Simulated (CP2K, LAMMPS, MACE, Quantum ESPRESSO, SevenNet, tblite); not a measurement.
# Bulk modulus two ways: glassy 71GeO2-14Al2O3-14SrO (mol %) (66 atoms), QE, PBE

The cell holds 66 atoms (15 Ge, 6 Al, 3 Sr and 42 O). Recipe: 66 atoms (15 Ge, 6 Al, 3 Sr, 42 O) placed at random at 3.73 g/cm³, melted at 4000 K for 10 ps at fixed volume with the Morse and Coulomb pair potential with partial charges (Pedone, Malavasi, Menziani, Cormack and Segre, J. Phys. Chem. B 110, 11780 (2006)). Quenched from 4000 K to 300 K at 20 K/ps and fixed volume, held 10 ps at zero pressure. Then the atoms were relaxed with MACE MP-0b3 medium in the fixed cell.

Calculated with Quantum ESPRESSO 7.5: PBE; plane waves, SSSP efficiency, 60/480 Ry; k-points Γ. The cell is scaled evenly by ±3 % in volume, and MACE MP-0b3 medium relaxes the atoms at each volume before the single point.

```
volume (Å³/atom)  energy less the middle row's (meV/atom)  pressure (GPa)
          13.779                                    1.811           1.745
          14.205                                    0.000          -0.267
          14.631                                    3.129          -2.196
```

Task: Find the bulk modulus at the middle volume from the pressures and from the energies, and check the printed pressure against the slope of the energy (1 meV/Å³ = 0.16022 GPa).

**Working.**

The step is h = 0.4262 Å³. From pressures: B = −V dP/dV = 14.205 × (1.745 − (-2.196)) / (2 × 0.4262) = 65.7 GPa.

From energies: B = V d²E/dV² = 14.205 × (1.811 + (3.129)) / 0.4262² = 386.3 meV/Å³ = 61.9 GPa.

Slope: P = −dE/dV = −(3.129 − (1.811)) / (2 × 0.4262) = -1.55 meV/Å³ = -0.25 GPa, against -0.27 GPa printed.

The two moduli agree within 6 %.

A central difference over ±3 % overstates P by about B(1 + B′)(0.03)²/6, some 0.05 GPa for B′ = 4. The atoms follow MACE MP-0b3 medium, so this level's forces do work along the path, which enters the energies but not the printed pressures.

Limits: three points, a static cell at zero temperature, the cell shape held.

[Logs are printed without paths, hosts, clocks, repeated set-up lines and the standing remarks that a program may print on its own settings, such as how far it seeks lower states.]

[Hosts, paths, dates, database ids (printed as entryN), source tags and the programs' standing remarks are cut or masked in the printed files.]
